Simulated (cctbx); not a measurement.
# Which space group?

Cell: a = 4.5250 Å, b = 4.5250 Å, c = 10.3760 Å, α = 90.00°, β = 90.00°, γ = 120.00°. Expected content of the cell: Pt3 Yb3 Ag3.

The data are simulated with cctbx, not measured: Cu Kα, λ = 1.54184 Å, to d = 0.8 Å, 50 % of the full sphere, strongest reflection 5000 counts, noise from counting, a 6 % proportional error and a noise floor of 8 counts (s.d.); no absorption, some extinction.

Tests on the unmerged data give:

```text
722 reflections to d = 0.807 A
centring   violations  <I/sigma> of those
    A        141 of   361      4.5
    B        149 of   384      4.4
    C        148 of   365      4.5
    I        152 of   379      4.6
    R        155 of   474      3.9
    F        219 of   555      4.5
Laue class    unique    Rint  (classes that these axes allow; Friedel mates merged)
P -1              547   0.051
P 1 1 2/m         358   0.057
P -3              249   0.060
P -3 1 m          155   0.065
P -3 m 1          174   0.062
P 6/m             139   0.066
P 6/m m m         108   0.068
space group    extra absences  I>4sigma  <I/sigma>
P 6 2 2                 0          0         -  acentric
P 63 2 2                7          0       1.6  acentric
P 6 m m                 0          0         -  acentric
P -6 m 2                0          0         -  acentric
P -6 2 m                0          0         -  acentric
P 6/m m m               0          0         -  centric
Wilson B = 2.03 A^2   <|E^2-1|> = 1.029 (0.968 centric, 0.736 acentric)   E^2>4: 4.0 %
shell (A)         n   <I/sigma>
10.38 - 1.61     19     10.5
 1.61 - 1.28     16     12.9
 1.28 - 1.12     12      8.9
 1.12 - 1.02     14     12.3
 1.02 - 0.94     11     12.2
 0.94 - 0.89     12     11.4
 0.89 - 0.84     15     12.9
 0.84 - 0.81      9      6.9
```

**Question.** What are the lattice type, the Laue class and the likely space group?

Every centring test has many violations, so the lattice is primitive.

Rint stays low (0.051 to 0.068) up to P 6/m m m, the highest class in these axes.

6 settings pass the absence test. The most absences obeyed, 7, belong to P 63 2 2 alone.

⟨|E²−1|⟩ = 1.029 leans to a centrosymmetric structure. Here that hint misleads: the statistic assumes many like atoms on general positions, and few, heavy or special-position atoms break it. The Wilson B of 2.03 Å² means U ≈ 0.0257 Å².

The true group is P-6m2 (no. 187), Laue class 6/mmm, non-centrosymmetric. It passes the tests but isn't the first choice, because the arrangement of the atoms makes further classes of reflections very weak or absent.

The model is made up (kin elements in a known structure type, no relaxation), so it says nothing on whether the phase exists.

[Logs are printed without paths, hosts, clocks, repeated set-up lines and the standing remarks that a program may print on its own settings, such as how far it seeks lower states.]
